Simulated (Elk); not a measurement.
## Electronic structure of magnetic MnS (Alabandite)

How do the spin channels of MnS (Alabandite) fill?

Calculated with Elk 11.2.3 (patched build); PBE with U = 4.00 eV on Mn d; all-electron APW+lo, Dirac cores, scalar-relativistic bands.

**1. Set-up**

It takes space group Fm-3m (No. 225, cubic). Conventional cell: a = 5.224 Å, b = 5.224 Å, c = 5.224 Å, α = 90.00°, β = 90.00°, γ = 90.00°. Nearest to Mn lie 6 S at 2.61 Å. S has 6 Mn at 2.61 Å nearest. Farther neighbours and most contacts between anions are not listed.

**2. The magnetic state**

Bands and densities of states are read from a converged potential, so the magnetic state comes first.

This is the lowest of the starts that converged (antiferro q=(0,0,1/2) +-). Its cell is doubled, so bands are folded, the special points are those of the doubled cell and densities of states count per doubled cell.

Moments are seeded by fields in the spheres (the last three columns under atoms), set against the wanted direction and reduced each loop.

File elk.in:

```
tasks
  0

xctype
  20

rgkmax
  7.0

nempty
  12

swidth
  0.001837

reducebf
  0.6

epsengy
  1e-05

maxscl
  100

lmaxi
  3

lmaxo
  10

lmaxapw
  10

spinpol
  .true.

sppath
  './'

avec
  0.00000000000 4.93558669230 4.93558669230
  4.93558669230 0.00000000000 4.93558669230
  9.87117338460 9.87117338460 0.00000000000

atoms
  2
  'Mn.in'
  2
  0.0000000000 0.0000000000 0.0000000000   0.000000 0.000000 -0.450000
  0.0000000000 0.0000000000 0.5000000000   0.000000 0.000000 0.450000
  'S.in'
  2
  0.5000000000 0.5000000000 0.2500000000   0.000000 0.000000 0.000000
  0.5000000000 0.5000000000 0.7500000000   0.000000 0.000000 0.000000

ngridk
  8 8 4

dft+u
  1 1
  1 2 0.146997 0.000000
```

Command:

```console
$ OMP_NUM_THREADS=4 elk
```

Numbers of over 12 decimals in the logs are rounded to 6 here.

The program printed:

```text
┌─────────────────────────┐
│ Elk code version 11.2.3 │
└─────────────────────────┘

All units are atomic (Hartree, Bohr, etc.)

┌─────────────────────────────────────────────────┐
│ Ground-state run starting from atomic densities │
└─────────────────────────────────────────────────┘

Lattice vectors :
   0.000000000       4.935586692       4.935586692
   4.935586692       0.000000000       4.935586692
   9.871173385       9.871173385       0.000000000

Species : 1 (Mn)
 parameters loaded from : Mn.in
 name : manganese
 nuclear charge    :   -25.00000000
 electronic charge :    25.00000000
 atomic mass :    100145.9370
 muffin-tin radius :    2.400000000
 number of radial points in muffin-tin :    993
 inner part over the whole radius :   0.9953723401E-02
 number on inner part of muffin-tin    :    700
 approximate nuclear radius :   0.7074591925E-04
 number of mesh points to nuclear radius :    330
 atomic positions (lattice), magnetic fields (Cartesian) :
  1 :   0.00000000  0.00000000  0.00000000    0.00000000  0.00000000 -0.45000000
  2 :   0.00000000  0.00000000  0.50000000    0.00000000  0.00000000  0.45000000

Species : 2 (S)
 parameters loaded from : S.in
 name : sulphur
 nuclear charge    :   -16.00000000
 electronic charge :    16.00000000
 atomic mass :    58450.91931
 muffin-tin radius :    2.200000000
 number of radial points in muffin-tin :    793
 inner part over the whole radius :   0.9890556315E-02
 number on inner part of muffin-tin    :    554
 approximate nuclear radius :   0.6195814986E-04
 number of mesh points to nuclear radius :    251
 atomic positions (lattice), magnetic fields (Cartesian) :
  1 :   0.50000000  0.50000000  0.25000000    0.00000000  0.00000000  0.00000000
  2 :   0.50000000  0.50000000 -0.25000000    0.00000000  0.00000000  0.00000000

Total number of atoms per unit cell :    4
Total muffin-tin volume :    205.0161478
 ratio of muffin-tin to unit cell volume :   0.4262964577

Spin treatment :
 spin-polarised
 global magnetic field (Cartesian) :    0.000000000       0.000000000       0.000000000
 collinear magnetisation in z-direction

Number of Bravais lattice symmetries :   12
Number of crystal symmetries         :   24
Crystal has inversion symmetry
Real symmetric eigensolver will be used

k-point grid :      8     8     4
k-point offset :    0.000000000       0.000000000       0.000000000
k-point set is reduced with full crystal symmetry group
Total number of k-points :       35

Muffin-tin radius times maximum |G+k| :    7.000000000
 using average radius
Maximum |G+k| for APW functions       :    3.043478261
Maximum (1/2)|G+k|²                   :    4.631379962
Maximum |G| for potential and density :    12.00000000
Constant for pseudocharge density :    7
 order of it for each species :   14  14
 order of it for pair densities of each species (exact exchange by exxq0 0: 18) :   11   8
Radial integration step length :    1

G-vector grid sizes :     27    27    54
Number of G-vectors :    14005

Maximum angular momentum used for
 APW functions            :   10
 outer part of muffin-tin :   10
 inner part of muffin-tin :    3

Number of empty states         :     48
Total number of valence states :    140
Total number of core states    :     40

Third-order local-orbitals added for an l without core states : T
Total number of local-orbitals :     56

Exchange-correlation functional :     20     0     0
 Perdew-Burke-Ernzerhof, Phys. Rev. Lett. 77, 3865 (1996)
 gradient requirement :    1
 generalised gradient approximation (GGA)

DFT+U calculation
 fully localised limit (FLL)
 see Phys. Rev. B 52, R5467 (1995)
 species : 1 (Mn), l = 2, U =   0.14699700, J =   0.00000000

Smearing type :    3
 Fermi-Dirac
Smearing width :   0.1837000000E-02
Effective electronic temperature (K) :    580.0787206

Mixing type :    3
 Broyden mixing, J. Phys. A: Math. Gen. 17, L317 (1984)

Kohn-Sham potential initialised from atomic data

┌──────────────────────────────┐
│ Self-consistent loop started │
└──────────────────────────────┘

┌─────────────────┐
│ Loop number : 1 │
└─────────────────┘

Energies :
 Fermi                       :     0.96875747086072E-01
 sum of occupied eigenvalues :     -1806.1812751289
 electron kinetic            :      3149.2188133306
 core electron kinetic       :      2883.7462825933
 Coulomb                     :     -6109.5821777600
 Coulomb potential           :     -4740.8430655243
 nuclear-nuclear             :     -497.51428709191
 electron-nuclear            :     -6496.8864806814
 Hartree                     :      884.81859001327
 Madelung                    :     -3739.1606449979
 xc potential                :     -214.18541114231
 xc effective B-field        :    -0.575677
 external B-field            :      0.000000
 exchange                    :     -152.67044384864
 correlation                 :     -3.496168
 DFT+U                       :     0.606328
 electron entropic           :    -0.17934537840188E-03
 total energy                :     -3115.9238274073
 (external B-field energy excluded from total)

Density of states at Fermi energy :    12.12732754
 (states/Hartree/unit cell)

Estimated indirect band gap :   0.8066960033E-02
 from k-point 3 to k-point 35
Estimated direct band gap   :   0.1442648937E-01
 at k-point 3

Charges :
 core                        :    40.00000000
 valence                     :    42.00000000
 interstitial                :    5.837614274
 muffin-tins (core leakage)
  species : 1 (Mn)
   atom 1                    :    23.56012556     ( -0.2246775477E-06)
   atom 2                    :    23.56012556     ( -0.2246775477E-06)
  species : 2 (S)
   atom 1                    :    14.52106730     (  0.6949615183E-04)
   atom 2                    :    14.52106730     (  0.6949615183E-04)
 total in muffin-tins        :    76.16238573
 total calculated charge     :    81.99986842
 total charge                :    82.00000000
 error                       :   0.1315769453E-03

Moments :
 interstitial                :  -0.1955448700E-16
 muffin-tins
  species : 1 (Mn)
   atom 1                    :    3.878837851
   atom 2                    :   -3.878837851
  species : 2 (S)
   atom 1                    :   0.1558728084E-22
   atom 2                    :   0.1558728084E-22
 total in muffin-tins        :   0.3117456167E-22
 total moment                :  -0.1955445582E-16

[... earlier loops left out ...]

┌──────────────────┐
│ Loop number : 22 │
└──────────────────┘

Energies :
 Fermi                       :     0.235234
 sum of occupied eigenvalues :     -1795.8161067099
 electron kinetic            :      3147.8503958976
 core electron kinetic       :      2883.3760501186
 Coulomb                     :     -6108.0327845011
 Coulomb potential           :     -4741.2757805058
 nuclear-nuclear             :     -497.51428709191
 electron-nuclear            :     -6493.2760532853
 Hartree                     :      882.75755587608
 Madelung                    :     -3737.3948942483
 xc potential                :     -201.60966418397
 xc effective B-field        :    -0.781057
 external B-field            :      0.000000
 exchange                    :     -152.68441981149
 correlation                 :     -3.481733
 DFT+U                       :     0.657140
 electron entropic           :    -0.37662294755362E-11
 total energy                :     -3115.6914016624
 (external B-field energy excluded from total)

Density of states at Fermi energy :   0.5453219563E-07
 (states/Hartree/unit cell)

Estimated indirect band gap :   0.8336563496E-01
 from k-point 34 to k-point 5
Estimated direct band gap   :   0.1029399478
 at k-point 5

Charges :
 core                        :    40.00000000
 valence                     :    42.00000000
 interstitial                :    5.874937879
 muffin-tins (core leakage)
  species : 1 (Mn)
   atom 1                    :    23.44898207     ( -0.2246772404E-06)
   atom 2                    :    23.44898207     ( -0.2246772404E-06)
  species : 2 (S)
   atom 1                    :    14.61354899     (  0.7074495250E-04)
   atom 2                    :    14.61354899     (  0.7074495250E-04)
 total in muffin-tins        :    76.12506212
 total calculated charge     :    81.99986558
 total charge                :    82.00000000
 error                       :   0.1344150240E-03

Moments :
 interstitial                :  -0.3707046402E-16
 muffin-tins
  species : 1 (Mn)
   atom 1                    :    4.528503490
   atom 2                    :   -4.528503490
  species : 2 (S)
   atom 1                    :   0.2322541075E-22
   atom 2                    :   0.2322541075E-22
 total in muffin-tins        :   0.2664535306E-14
 total moment                :   0.2627464842E-14

┌──────────────────────────────┐
│ Self-consistent loop stopped │
└──────────────────────────────┘

Wrote STATE.OUT
```

It took 8.3 min on 4 threads of Arm Neoverse V1, shared host; peak memory 0.55 GiB; 31 min of CPU time.

Spin moment in the muffin-tin sphere by atom:

| atom | spin moment in the muffin-tin sphere (μB) |
| --- | --- |
| Mn1 | 4.53 |
| Mn2 | -4.53 |
| S3 | 0.00 |
| S4 | 0.00 |

This step gave:

```
density of states at the Fermi level : 2.00e-9 states/eV/cell
moment between the spheres           : 0 μB
magnetization                        : 0 μB
final state                          : antiferromagnetic
```

**3. Levels along a path and on the mesh**

The potential is kept. Point names follow a standard table for this cell's lattice and can differ from other conventions. The density of states is interpolated from the levels on the mesh (so its value at the Fermi level can differ from the smeared one of the ground-state run), and the bands are solved anew along a path of special points.

Changes to elk.in since step 2:

```diff
@@ -1,3 +1,7 @@
 tasks
-  0
+  10
+  20
+  15
+  33
+  73
 
@@ -48,4 +52,4 @@
   2
-  0.0000000000 0.0000000000 0.0000000000   0.000000 0.000000 -0.450000
-  0.0000000000 0.0000000000 0.5000000000   0.000000 0.000000 0.450000
+  0.0000000000 0.0000000000 0.0000000000   0.000000 0.000000 -0.000450
+  0.0000000000 0.0000000000 0.5000000000   0.000000 0.000000 0.000450
   'S.in'
@@ -61 +65,22 @@
   1 2 0.146997 0.000000
+
+wplot
+  300 60 1
+  -0.35000 0.25000
+
+plot1d
+  7 84
+  0.00000000 0.00000000 0.00000000
+  0.00000000 0.00000000 -0.50000000
+  0.31250000 0.62500000 0.12500000
+  0.31250000 0.68750000 0.50000000
+  0.50000000 0.50000000 0.50000000
+  0.00000000 0.00000000 0.00000000
+  0.34375000 0.68750000 0.68750000
+
+plot3d
+  0 0 0
+  1 0 0
+  0 1 0
+  0 0 1
+  19 19 37
```

Command:

```console
$ OMP_NUM_THREADS=4 elk
```

The program printed:

```text
┌─────────────────────────────────┐
│ Elk code version 11.2.3 started │
└─────────────────────────────────┘

Info(readinput): the functional depends on the density's gradient
 muffin-tin radial points multiplied by    2.00000
 (not where nrmtscf is given)

┌───────────────────┐
│ Current task : 10 │
└───────────────────┘

Info(writedos):
 Total density of states written to TDOS.OUT

 Partial density of states written to PDOS_Sss_Aaaaa.OUT
 for all species and atoms

 Spin-quantisation axis :    0.000000000       0.000000000       1.000000000

 Eigenvalues of a random matrix symmetrised with the site
 symmetries in the Yₗₘ basis written to ELMIREP.OUT for all
 species and atoms. Degenerate eigenvalues correspond to
 irreducible representations of each site symmetry group

 Interstitial density of states written to IDOS.OUT

 Fermi energy is at zero in plots

 DOS units are states/Hartree/unit cell

┌───────────────────┐
│ Current task : 20 │
└───────────────────┘

Info(bandstr):
 Band structure plot written to BAND.OUT

 Fermi energy is at zero in plot

 Vertex location lines written to BANDLINES.OUT

┌───────────────────┐
│ Current task : 15 │
└───────────────────┘

Info(writelsj):
 muffin-tin L, S and J expectation values written to LSJ.OUT

┌───────────────────┐
│ Current task : 33 │
└───────────────────┘

Info(rhoplot): 3D density plot written to RHO3D.OUT

┌───────────────────┐
│ Current task : 73 │
└───────────────────┘

Info(vecplot):
 3D magnetisation density written to MAG3D.OUT

┌──────────────────┐
│ Elk code stopped │
└──────────────────┘
```

It took 1.9 min on 4 threads; peak memory 0.91 GiB.

The electronic bands at the labelled points (eV, zero at the Fermi level; # counts the bands kept):

| point | up #9 | up #10 | up #11 | up #12 | down #9 | down #10 | down #11 | down #12 |
| --- | --- | --- | --- | --- | --- | --- | --- | --- |
| Γ | -1.71 | -1.71 | -1.70 | 2.07 | -1.71 | -1.71 | -1.70 | 2.07 |
| 0.44 of the way | -2.24 | -1.25 | -1.25 | 2.19 | -2.24 | -1.25 | -1.25 | 2.19 |
| T | -2.50 | -0.95 | -0.95 | 1.99 | -2.50 | -0.95 | -0.95 | 1.99 |
| halfway | -2.78 | -2.34 | -1.66 | 2.09 | -2.78 | -2.34 | -1.66 | 2.09 |
| H2 | -3.76 | -2.28 | -1.96 | 2.05 | -3.76 | -2.28 | -1.96 | 2.05 |
| 0.43 of the way | -3.64 | -2.33 | -1.99 | 2.02 | -3.64 | -2.33 | -1.99 | 2.02 |
| H0 | -3.76 | -2.28 | -1.96 | 2.05 | -3.76 | -2.28 | -1.96 | 2.05 |
| 0.45 of the way | -3.54 | -2.46 | -2.11 | 2.12 | -3.54 | -2.46 | -2.11 | 2.12 |
| L | -3.20 | -2.27 | -1.74 | 1.59 | -3.20 | -2.27 | -1.74 | 1.59 |
| halfway | -2.52 | -1.70 | -1.69 | 1.95 | -2.52 | -1.70 | -1.69 | 1.95 |
| Γ | -1.71 | -1.71 | -1.70 | 2.07 | -1.71 | -1.71 | -1.70 | 2.07 |
| halfway | -2.57 | -2.54 | -1.32 | 2.02 | -2.57 | -2.54 | -1.32 | 2.02 |
| S0 | -3.63 | -2.33 | -1.99 | 2.01 | -3.63 | -2.33 | -1.99 | 2.01 |

The density of states has structure finer than the step of the table below, so its rows give means over 1 eV, whole bins alone (the curve runs from -9.52 to 6.75 eV). Peaks (eV: height): up = down -5.7: 6.95, -4.6: 4.24, 2.8: 4.36, 3.1: 5.59; Mn1 d up -6.3: 1.08, -5.7: 4.48, -5.0: 3.35, -4.6: 2.61; Mn1 d down 2.3: 2.24, 2.8: 3.05, 3.1: 4.33, 3.4: 2.76; S3 p up = S3 p down -5.7: 0.531, -3.3: 0.442, -2.3: 0.431, -1.7: 0.605.

The density of states by energy, zero at the Fermi level; means over each step; values in states/eV/cell:

| energy (eV) | up = down | Mn1 d up | Mn1 d down | S3 p up = S3 p down |
| --- | --- | --- | --- | --- |
| -8 | 0 | 0 | 0 | 0 |
| -7 | 0.126 | 0.0276 | 9.5e-4 | 0.0179 |
| -6 | 2.88 | 1.41 | 0.0127 | 0.298 |
| -5 | 2.85 | 1.93 | 0.0267 | 0.173 |
| -4 | 1.68 | 0.681 | 0.0329 | 0.232 |
| -3 | 1.30 | 0.185 | 0.0465 | 0.302 |
| -2 | 1.97 | 0.423 | 0.0954 | 0.442 |
| -1 | 0.204 | 0.0371 | 0.00933 | 0.0536 |
| 0 | 0 | 0 | 0 | 0 |
| 1 | 0.0109 | 2.5e-4 | 0.00420 | 6.4e-5 |
| 2 | 1.93 | 0.0184 | 1.06 | 0.0268 |
| 3 | 3.06 | 0.0148 | 2.26 | 0.0614 |
| 4 | 1.15 | 0.0103 | 0.411 | 0.0503 |
| 5 | 0.904 | 0.0119 | 0.149 | 0.0522 |
| 6 | 0.990 | 0.0188 | 0.0835 | 0.0619 |

**4. What came out**

```json
{"state": "antiferromagnetic", "largest moment": "4.53 μB"}
```

What this shows: Right at the Fermi level (the table gives means over its steps) the density of states is 0 states/eV a cell for spin up and 0 for spin down: a gap in both channels. Within the window shown, the centres of the Mn1 d states of the two spins lie 7.3 eV apart, a rough measure of the splitting of the spins, to which the U adds. The state is the lowest of the starts that converged. These are Kohn–Sham levels without spin–orbit coupling.

[Logs and program files are shortened in this print: banners, set-up blocks, solver, clock and traceback lines can be left out without a mark of their own.]

[Logs are printed without paths, hosts, clocks, repeated set-up lines and the standing remarks that a program may print on its own settings, such as how far it seeks lower states.]

[Hosts, paths, dates, database ids (printed as entryN), source tags and the programs' standing remarks are cut or masked in the printed files.]

[Where a cell is said to come from a database of computed structures, the database is the Materials Project.]
